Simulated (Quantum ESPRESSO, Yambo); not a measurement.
# A GW chain in Yambo: PtS2 (1T monolayer), part 2 of 2

Wanted: ground state, empty states, screening and self-energy for PtS2 (1T monolayer).

Quantum ESPRESSO 7.5 and Yambo 5.3.0; PBE and many-body steps on it, plane waves. Known limits of the many-body steps: not at the basis limit; no spin polarisation; d states lean on the start; no spin-orbit coupling.

So far. Step 3 (Bands along the symmetry lines): The gap is 1.767 eV, as in the run before at this level. Step 4 (Empty states on the mesh, 6×6×1 mesh, 92 bands): On this mesh the gap is 2.039 eV. The earlier step found 1.767 eV, so this mesh misses an edge.

**5. Conversion and set-up**

This step: Yambo 5.3.0; conversion and set-up on PBE, plane waves, norm-conserving pseudopotentials.

The states are converted to the many-body program's format and the q mesh is built.

On the command line:

```sh
> (cd o/x.save; p2y > p2y.log; mv SAVE ../..); yambo > setup.log
```

Log:

```text
 Yambo, version 5.3.0

 [02] CORE Variables Setup
 =========================

  [02.01] Unit cells
  ==================

  Cell kind             :  HCP
  Atoms in the cell     :  Pt  S
  number of Pt atoms    :  1
  number of S  atoms    :  2

  List of atomic masses
  Mass of Pt    :  195.0800
  Mass of S     :  32.06000

  List of atomic coordinates    : [cc]
  Pt1       :   0.00000   0.00000  14.17295  order 1
  S1       : -0.33765E-09   3.8988       16.493      order 2
  S2       :   3.37650   1.94942  11.85264  order 3

  Alat factors          :   6.75299   5.84826  28.34589 [a.u.]
  Direct lattice volume :   1119.47    [a.u.]
  Direct lattice vectors:  A[ 1 ]  A[ 2 ]  A[ 3 ]
   A[ 1 ]:  1.000000  0.000000  0.000000  [iru]
   6.752994  0.000000  0.000000  [cc]
   A[ 2 ]: -0.500000  1.000000  0.000000  [iru]
  -3.376497  5.848264  0.000000  [cc]
   A[ 3 ]:  0.000000  0.000000  1.000000  [iru]
    0.00000   0.00000  28.34589  [cc]

  Recip. lattice volume :  0.221578 [a.u.]
  Recip. lattice vectors:  B[ 1 ]  B[ 2 ]  B[ 3 ]
   B[ 1 ]:  1.000000  0.500000  0.000000  [iku]
   0.930430  0.537184 -0.000000  [cc]
   B[ 2 ]:  0.000000  1.000000  0.000000  [iku]
   0.000000  1.074368  0.000000  [cc]
   B[ 3 ]:  0.000000  0.000000  1.000000  [iku]
   0.000000 -0.000000  0.221661  [cc]

  [02.02] Symmetries
  ==================

  Inversion symmetry    : yes
  Spatial inversion     : yes
  Inversion index       :   7
  K-space Time-reversal : no
  Magnetic symmetries   : no
  Group table correct   : yes
  Symmetries units      :  [cc]

   [S  1]:   1.0000       0.0000       0.0000      0.46599E-16   1.0000       0.0000       0.0000       0.0000       1.0000
   [S  2]:   1.0000       0.0000       0.0000     -0.10527E-15  -1.0000       0.0000       0.0000       0.0000      -1.0000
   [S  3]: -0.500000  0.866025  0.000000 -0.866025 -0.500000  0.000000  0.000000  0.000000  1.000000
[...]
[S 11]:  0.500000  0.866025  0.000000  0.866025 -0.500000  0.000000  0.000000  0.000000  1.000000
   [S 12]:  0.500000 -0.866025  0.000000 -0.866025 -0.500000  0.000000  0.000000  0.000000  1.000000

  [02.03] Reciprocal space
  ========================

  nG shells         :   4653
  nG charge         :  100255
  nG WFs            :  15311
  nC WFs            :  12619
  G-vecs. in first 80 shells:  [ Number ]
     1    3    5    7    9   15   27   29   41
    53   55   67   79   81   93   95  101  113
   125  137  149  151  163  175  181  193  205
[...]
787   811   823   835   837   849   861   885
  ...
  Shell energy in first 80 shells:  [ mHa ]
[...]
4703.99      4728.93      4765.22      4815.10      4924.34      5194.20      5218.76      5243.71      5269.03
    5281.12      5292.46      5392.24      5415.30      5527.54      5587.27      5612.21      5808.37      5846.16
[...]
K/Q-points units:
  rlu = crystal or reduced units; cc = cartesian coordinates; iku = interal k-units

  K [1]          [rlu]:  0.000000  0.000000  0.000000
         WF components:  12619
  K [2]          [rlu]:  0.000000  0.166667  0.000000
         WF components:  12560
  K [3]          [rlu]:  0.000000  0.333333  0.000000
         WF components:  12540
  K [4]          [rlu]:  0.000000 -0.500000  0.000000
         WF components:  12518
  K [5]          [rlu]:  0.166667  0.166667  0.000000
         WF components:  12521
  K [6]          [rlu]:  0.166667  0.333333  0.000000
         WF components:  12506
  K [7]          [rlu]:  0.333333  0.333333  0.000000
         WF components:  12492

  [02.05] Energies & Occupations
  ==============================

  [X] === General ===
  [X] Electronic Temperature                        :  0.000000  0.000000 [eV K]
  [X] Bosonic    Temperature                        :  0.000000  0.000000 [eV K]
  [X] Finite Temperature mode                       : no
  [X] El. density                                   :  0.18084E+24 [cm-3]
  [X] Fermi Level                                   : -0.891555 [eV]

  [X] === Gaps and Widths ===
  [X] Conduction Band Min                           :  2.039191 [eV]
  [X] Valence Band Max                              :  0.000000 [eV]
  [X] Filled Bands                                  :  15
  [X] Empty Bands                                   :   16   92
  [X] Direct Gap                                    :  2.064824 [eV]
  [X] Direct Gap localized at k                     :  2
  [X] Indirect Gap                                  :  2.039191 [eV]
  [X] Indirect Gap between kpts                     :   5   2
  [X] Last valence band width                       :  1.366429 [eV]
  [X] 1st conduction band width                     :  1.156562 [eV]

  E @ K [1]:  [eV]
  -98.63536 -52.78141 -52.78141 -52.67635 -13.98565 -11.76251  -5.52509  -5.52509
[...]
occ @ K [1]
[...]
E @ K [2]:  [eV]
[...]
occ @ K [2]
[...]
E @ K [3]:  [eV]
[...]
occ @ K [3]
[...]
E @ K [4]:  [eV]
[...]
occ @ K [4]
[...]
E @ K [5]:  [eV]
[...]
occ @ K [5]
[...]
E @ K [6]:  [eV]
[...]
occ @ K [6]
[...]
E @ K [7]:  [eV]
[...]
occ @ K [7]
[...]
0.000000  0.000000  0.000000  0.000000  0.000000  0.000000  0.000000  0.000000
   0.000000  0.000000  0.000000  0.000000  0.000000  0.000000  0.000000  0.000000

 [03] Transferred momenta grid and indexing
 ==========================================

 IBZ Q-points                                      :   7
 BZ  Q-points                                      :   36

 K/Q-points units:
 rlu = crystal or reduced units; cc = cartesian coordinates; iku = interal k-units

 Q [1]          [rlu]:  0.000000  0.000000  0.000000
 Q [2]          [rlu]:  0.89679E-17  0.16667       0.0000
 Q [3]          [rlu]:  0.17936E-16  0.33333       0.0000
 Q [4]          [rlu]: -0.26904E-16 -0.50000       0.0000
 Q [5]          [rlu]:  0.166667  0.166667  0.000000
 Q [6]          [rlu]:  0.166667  0.333333  0.000000
 Q [7]          [rlu]:  0.333333  0.333333  0.000000

  [03.01] X indexes
  =================

   [03.01.01] Sigma indexes
   ========================

 [06] Game Over & Game summary
```

Elapsed: 2.9 s, on 1 MPI rank of Arm Neoverse V1, shared host; peak memory 0.25 GiB.

**6. Screening and self-energy, 6×6×1 mesh, 92 bands, screening to 108.8 eV**

G0W0 replaces the xc potential by the self-energy, built once from these orbitals. Only a window of levels is corrected, while the sums run over the empty bands that the input names.

This step: G0W0 on PBE, plane waves, norm-conserving pseudopotentials.

File gw1.in:

```
HF_and_locXC
gw0
dyson
ppa
em1d
rim_cut
rim_w
RandQpts= 3000000
RandGvec= 100 RL
CUTGeo= "slab z"
RandGvecW= 9 RL
EXXRLvcs= 76 Ry
VXCRLvcs= 304 Ry
Chimod= "HARTREE"
% BndsRnXp
 1 | 92 |
%
NGsBlkXp= 8 Ry
% LongDrXp
 1 | 1 | 0 |
%
% GbndRnge
 1 | 92 |
%
DysSolver= "n"
ExtendOut
PPAPntXp= 27.21138 eV
% QPkrange
 1 | 7 | 6 | 20 |
%
```

On the command line:

```sh
> OMP_NUM_THREADS=1 mpirun -n 4 yambo -F gw1.in -J gw1 -C gw1 > gw1.log
```

Log:

```text
 Yambo, version 5.3.0

 [02] CORE Variables Setup
 =========================

  [... cell, symmetries and grids as in the set-up ...]

  [02.05] Energies & Occupations
  ==============================

  [X] === General ===
  [X] Electronic Temperature                        :  0.000000  0.000000 [eV K]
  [X] Bosonic    Temperature                        :  0.000000  0.000000 [eV K]
  [X] Finite Temperature mode                       : no
  [X] El. density                                   :  0.18084E+24 [cm-3]
  [X] Fermi Level                                   : -0.891555 [eV]

  [X] === Gaps and Widths ===
  [X] Conduction Band Min                           :  2.039191 [eV]
  [X] Valence Band Max                              :  0.000000 [eV]
  [X] Filled Bands                                  :  15
  [X] Empty Bands                                   :   16   92
  [X] Direct Gap                                    :  2.064824 [eV]
  [X] Direct Gap localized at k                     :  2
  [X] Indirect Gap                                  :  2.039191 [eV]
  [X] Indirect Gap between kpts                     :   5   2
  [X] Last valence band width                       :  1.366429 [eV]
  [X] 1st conduction band width                     :  1.156562 [eV]

 [03] Transferred momenta grid and indexing
 ==========================================

 IBZ Q-points                                      :   7
 BZ  Q-points                                      :   36

 K/Q-points units:
 rlu = crystal or reduced units; cc = cartesian coordinates; iku = interal k-units

 Q [1]          [rlu]:  0.000000  0.000000  0.000000
 Q [2]          [rlu]:  0.89679E-17  0.16667       0.0000
 Q [3]          [rlu]:  0.17936E-16  0.33333       0.0000
 Q [4]          [rlu]: -0.26904E-16 -0.50000       0.0000
 Q [5]          [rlu]:  0.166667  0.166667  0.000000
 Q [6]          [rlu]:  0.166667  0.333333  0.000000
 Q [7]          [rlu]:  0.333333  0.333333  0.000000

 [04] Coloumb potential Random Integration (RIM)
 ===============================================

 Performing RIM of v_slab

  [04.01] RIM initialization
  ==========================

  * Diagonal components only detected *

  8 x (sBL volume)        :  0.049240 [a.u.]
  sBZ random points       :  3000000
  Points outside the sBZ  :  24001124
  RL volume               :  0.221578 [a.u.]
  Integrated volume       :  0.221567 [a.u.]

  [04.02] RIM integrals
  =====================

  Gamma point sphere radius             :  0.042044 [a.u.]
  Points outside the sphere             :  2398760
  [Int_sBZ(q=0) 1/q^2]*(Vol_sBZ)^(-1/3) =:  7.537040
                                 should be <:  7.795600

  Summary of Coulomb integrals for non-metallic bands |Q|[au] RIM/Bare

  Q [1] 0.100000E-4 0.966833 * Q [2] 0.179061 1.019960
  Q [5] 0.310143 1.030508 * Q [3] 0.358123 1.026927
  Q [6] 0.473752 1.018421 * Q [4] 0.537184 1.015215
  Q [7] 0.620286 1.011349
  Non-periodic chartesian directions : none
  Optical renormalization            :  28.34589 [au]
  Polarizability dimension           : length

 [05] Coloumb potential CutOffslab
 =================================

 Cut directionsZ
 Slab Cutoff:Z
 Symmetry test passed : yes

 [06] Dipoles
 ============

  [06.01] Setup: observables and procedures
  =========================================

  [WARNING] [x,Vnl] slows the Dipoles computation. To neglect it rename the ns.kb_pp file

 [07] Dynamic Dielectric Matrix (PPA)
 ====================================

 [WR./gw1//ndb.pp]---------------------------------------------------------------
  Brillouin Zone Q/K grids (IBZ/BZ)                :    7   36    7   36
  RL vectors                                       :  15319 [WF]
  Coulomb cutoff potential                         : slab z
  Electronic Temperature                           :  0.000000 [K]
  Bosonic    Temperature                           :  0.000000 [K]
  PPA    diel. fun.  energies                      : Perdew, Burke & Ernzerhof(X)+Perdew, Burke & Ernzerhof(C)
  wavefunctions                                    : Perdew, Burke & Ernzerhof(X)+Perdew, Burke & Ernzerhof(C)
  Global Gauge                                     : length
  X matrix size                                    :   391
  X band range                                     :    1   92
  X e/h energy range                               : -1.000000 -1.000000 [eV]
  X Time ordering                                  : R
  X Hxc Kernel                                     : HARTREE
  X Drude frequency                                :  0.000000  0.000000
  X poles                                          :  100.0000 [o/o]
  RL vectors in the sum                            :  15319
  [r,Vnl] included                                 : yes
  Field direction                                  :  0.707107E-5  0.707107E-5   0.00000
  BZ energy Double Grid                            : no
  BZ energy DbGd points                            : 0
  BZ Q point size factor                           : -1.000000
  X Optical Averaged directions                    : none

 [08] Local Exchange-Correlation + Non-Local Fock
 ================================================

 [VXC] Plane waves :  100255
 [EXS] Plane waves :  12631

 QP @ state[ 1 ] K range:   1   7
 QP @ state[ 1 ] b range:   6  20

 [xc] Functional : Perdew, Burke & Ernzerhof(X)+Perdew, Burke & Ernzerhof(C)
 [xc] LIBXC used to calculate xc functional
  PP Number of Atomic Species                      :  2
  NLCC RL compoments                               :  100255
  PP Number of Atomic Species                      :  2
  NLCC RL compoments                               :  100255

 [xc] E_xc :  -16.11412 [Ha]
      E_xc :  -32.22824 [Ry]

  Local XC kind (lXC) : Perdew, Burke & Ernzerhof(X)+Perdew, Burke & Ernzerhof(C)
  Non-Local XC kind (nlXC) : Hartree-Fock

  Corrections @ K [1] :  [eV]
 <6|nlXC|6> = -21.21766  0.39975E-17 <6|lXC|6> = -13.84885  0.000000
 <7|nlXC|7> = -21.97731  0.45508E-17 <7|lXC|7> = -17.46066 -0.28323E-15
 <8|nlXC|8> = -21.97731 -0.34587E-16 <8|lXC|8> = -17.46065 -0.37763E-15
 <9|nlXC|9> = -20.34135 -0.12121E-17 <9|lXC|9> = -14.93492 -0.37763E-15
 <10|nlXC|10> = -24.88493 -0.18534E-16 <10|lXC|10> = -20.08873  0.000000
 <11|nlXC|11> = -24.88490  0.13859E-16 <11|lXC|11> = -20.08870  0.000000
 <12|nlXC|12> = -21.37042  0.44877E-18 <12|lXC|12> = -17.55065  0.000000
 <13|nlXC|13> = -14.70496  0.30789E-17 <13|lXC|13> = -12.20648  0.000000
 <14|nlXC|14> = -15.91029  0.24984E-17 <14|lXC|14> = -13.81682  0.56645E-15
 <15|nlXC|15> = -15.91028 -0.19901E-16 <15|lXC|15> = -13.81681 -0.94408E-16
[...]
Corrections @ K [2] :  [eV]
[...]
Corrections @ K [3] :  [eV]
[...]
Corrections @ K [4] :  [eV]
[...]
Corrections @ K [5] :  [eV]
[...]
Corrections @ K [6] :  [eV]
[...]
Corrections @ K [7] :  [eV]
[...]
<16|nlXC|16> = -12.55116  0.17140E-19 <16|lXC|16> = -16.32413  0.11211E-15
 <17|nlXC|17> = -12.55116 -0.55523E-18 <17|lXC|17> = -16.32413 -0.47204E-16
 <18|nlXC|18> = -7.213560  0.14194E-17 <18|lXC|18> = -12.65834  0.18882E-15
 <19|nlXC|19> = -4.006257  0.68761E-19 <19|lXC|19> = -8.489836  0.47204E-16
 <20|nlXC|20> = -4.006260  0.11700E-17 <20|lXC|20> = -8.489839 -0.11801E-16

  [08.01] Hartree-Fock occupations report
  =======================================

  [Hartree-Fock] === General ===
  [Hartree-Fock] Electronic Temperature             :  0.000000  0.000000 [eV K]
  [Hartree-Fock] Bosonic    Temperature             :  0.000000  0.000000 [eV K]
  [Hartree-Fock] Finite Temperature mode            : no
  [Hartree-Fock] El. density                        :  0.18084E+24 [cm-3]
  [Hartree-Fock] Fermi Level                        : -0.891555 [eV]

  [Hartree-Fock] === Gaps and Widths ===
  [Hartree-Fock] Conduction Band Min                :  5.412255 [eV]
  [Hartree-Fock] Valence Band Max                   : -2.381931 [eV]
  [Hartree-Fock] Filled Bands                       :  15
  [Hartree-Fock] Empty Bands                        :   16   92
  [Hartree-Fock] Direct Gap                         :  8.263313 [eV]
  [Hartree-Fock] Direct Gap localized at k          :   5
  [Hartree-Fock] Indirect Gap                       :  7.794186 [eV]
  [Hartree-Fock] Indirect Gap between kpts          :  1  2
  [Hartree-Fock] Last valence band width            :  2.061275 [eV]
  [Hartree-Fock] 1st conduction band width          :  1.636856 [eV]

 [09] Dyson equation: Newton solver
 ==================================

  [09.01] RIM-W interpolation
  ===========================

  [WARNING] RIM-W works only for 2D semiconductors with slab cutoff
  Found compatible q grid: 2D
  q_min[ 1 ]:  0.16667      0.24765E-11   0.0000     [rlu]
   0.166667  0.083333  0.000000 [iku]
  q_min[ 2 ]:  0.20260E-16  0.16667       0.0000     [rlu]
   0.20260E-16  0.16667       0.0000     [iku]
  G-vectors :   9
  G-vectors loaded:   63
  Number of interpolated frequencies:  2

  Evaluating coefficients q = 0
  Evaluating coefficients q = 0

  [09.02] RIM-W integrals
  =======================

  8 x (sBL volume)        :  0.049240 [a.u.]
  sBZ random points       :  3000000
  Points outside the sBZ  :  24001124
  RL volume               :  0.221578 [a.u.]
  Integrated volume       :  0.221567 [a.u.]

  [09.03] RIM integrals
  =====================

  Comparison between head Wc = W - v averages: < Wc > [au] RIM-W/RIM

   < -Wc [Q = 1] > 0.357997E-1 0.442978E-4 * < -Wc [Q = 2] > 0.005439 0.005249
   < -Wc [Q = 3] > 0.972767E-3 0.952820E-3 * < -Wc [Q = 4] > 0.324957E-3 0.321380E-3
   < -Wc [Q = 5] > 0.001427 0.001393 * < -Wc [Q = 6] > 0.458649E-3 0.452956E-3
   < -Wc [Q = 7] > 0.211681E-3 0.209391E-3

  Comparison between head Wc = W - v averages: < Wc > [au] RIM-W/RIM

   < -Wc [G = 1,G`=0] > 0.357997E-1 0.442978E-4 * < -Wc [G = 2,G`=0] >-0.002271 0.000000
   < -Wc [G = 3,G`=0] >-0.002271 0.000000 * < -Wc [G = 4,G`=0] > 0.488571E-4  0.00000
   < -Wc [G = 5,G`=0] > 0.488141E-4  0.00000 * < -Wc [G = 6,G`=0] > 0.117433E-3  0.00000
   < -Wc [G = 7,G`=0] > 0.117473E-3  0.00000 * < -Wc [G = 8,G`=0] >-0.309635E-4  0.00000
   < -Wc [G = 9,G`=0] >-0.309646E-4  0.00000

 [10] G0W0 (W PPA)
 =================

 [  GW  ] Bands range     :    1   92
 [GW/PPA] G damping       :  0.100000 [eV]

 QP @ state[ 1 ] K range:   1   7
 QP @ state[ 1 ] b range:   6  20

  Sc/G bands                                       :    1   92
  Sc/G damping                                     :  0.100000 ev
  Sc bands terminator                              : no
  Sx RL components                                 :  12631

  QP @ state[ 1 ] K range                          :   1   7
  QP @ state[ 1 ] b range                          :   6  20
  GF energies kind                                 : Perdew, Burke & Ernzerhof(X)+Perdew, Burke & Ernzerhof(C)
  GF WF`s kind                                     : Perdew, Burke & Ernzerhof(X)+Perdew, Burke & Ernzerhof(C)
  Xs energies kind                                 : Perdew, Burke & Ernzerhof(X)+Perdew, Burke & Ernzerhof(C)
  Xs WF`s kind                                     : Perdew, Burke & Ernzerhof(X)+Perdew, Burke & Ernzerhof(C)

 [14] Game Over & Game summary
```

The job ended after 13 min (4 MPI ranks; peak memory 3.1 GiB; 51 min of CPU time).

Numbers from this step:

| Property | Result |
| --- | --- |
| G0W0 gap on the mesh | 3.275 eV |
| starting gap on the mesh | 2.039 eV |
| k of the valence top | 0, 0.1667, 0 |
| k of the conduction bottom | 0, 0.1667, 0 |
| least direct G0W0 gap on the computed points | 3.275 eV |
| Z at the valence top | 0.7469 |
| Z at the conduction bottom | 0.7544 |

The gap on the mesh goes from 2.04 eV to 3.27 eV, a correction of +1.24 eV. The start differs from the 1.77 eV found before because the two sample other k points.

Limits: finite bands, cutoff and mesh; no spin polarisation; d states lean on the start; no spin-orbit coupling. v1 is the top filled band, c1 the lowest empty one. Levels before and after the correction, in eV, zero at the valence-band top of each column:

|  | conduction bottom | valence top |
| --- | --- | --- |
| Kohn-Sham | 2.04 | 0.00 |
| G0W0 | 3.27 | 0.00 |

|  | level | energy (eV) |
| --- | --- | --- |
| Kohn-Sham | (0 0.167 0) v4 | -1.710 |
| Kohn-Sham | (0 0.167 0) v3 | -0.257 |
| Kohn-Sham | (0 0.167 0) v2 | -0.225 |
| Kohn-Sham | (0 0.167 0) v1 | -0.026 |
| Kohn-Sham | (0 0.167 0) c1 | 2.039 |
| Kohn-Sham | (0 0.167 0) c2 | 2.864 |
| Kohn-Sham | (0 0.167 0) c3 | 6.044 |
| Kohn-Sham | (0 0.167 0) c4 | 6.462 |
| G0W0 | (0 0.167 0) v4 | -1.670 |
| G0W0 | (0 0.167 0) v3 | -0.541 |
| G0W0 | (0 0.167 0) v2 | -0.312 |
| G0W0 | (0 0.167 0) v1 | 0.000 |
| G0W0 | (0 0.167 0) c1 | 3.275 |
| G0W0 | (0 0.167 0) c2 | 4.179 |
| G0W0 | (0 0.167 0) c3 | 6.287 |
| G0W0 | (0 0.167 0) c4 | 6.757 |

**7. Where the time went**

Times are wall times on the hardware named with each run, good to a factor of about two.

| step | time | share | memory (GiB) |
| --- | --- | --- | --- |
| ground state | 27 s | 3 % | 0.55 |
| bands along the symmetry lines | 14 s | 2 % | 0.41 |
| empty states on the mesh | 26 s | 3 % | 0.71 |
| conversion and set-up | 2.9 s | 0 % | 0.25 |
| screening and self-energy | 13 min | 92 % | 3.1 |

**8. Results**

- PBE gap: 1.77 eV, indirect
- G0W0 gap on the mesh: 3.27 eV
- G0W0 gap over the zone (rigid shift): 3.00 eV
- GW settings: 6×6×1 mesh, 92 bands, screening to 108.8 eV, Godby-Needs plasmon pole
- known limits: not at the basis limit; no spin polarisation; d states lean on the start; no spin-orbit coupling

G0W0 moves the gap on the mesh from 2.04 eV to 3.27 eV (+1.24 eV), with Z of 0.75 and 0.75 at the edges. The mesh misses the band edges by 0.27 eV in all; a rigid shift gives 3.00 eV for the zone. The dearest step here is «screening and self-energy». Bands and cutoff are finite, so the gap is not at the basis limit. The miss can reach some tenths of an eV and take either sign; the mesh is an error of its own. A denser mesh or path gives a starting gap of 1.77 eV: the GW mesh misses a band edge, so its gaps are not the fundamental one. The runs have no spin polarisation. For a closed low-spin shell that is the natural state; where a d or f shell is open it is a constraint, and the gap is then not the crystal's own. With d states at the gap, one-shot GW leans hard on its start. The many-body steps are scalar-relativistic: spin-orbit coupling is not in them.

[Paths, hosts, dates, memory and timing lines, banners, echoed tables and standing remarks are left out of the program output.]

[Logs are printed without paths, hosts, clocks, repeated set-up lines and the standing remarks that a program may print on its own settings, such as how far it seeks lower states.]

[Runs of the session that timed out or met a known fault of the program may be left out.]

[Hosts, paths, dates, database ids (printed as entryN), source tags and the programs' standing remarks are cut or masked in the printed files.]
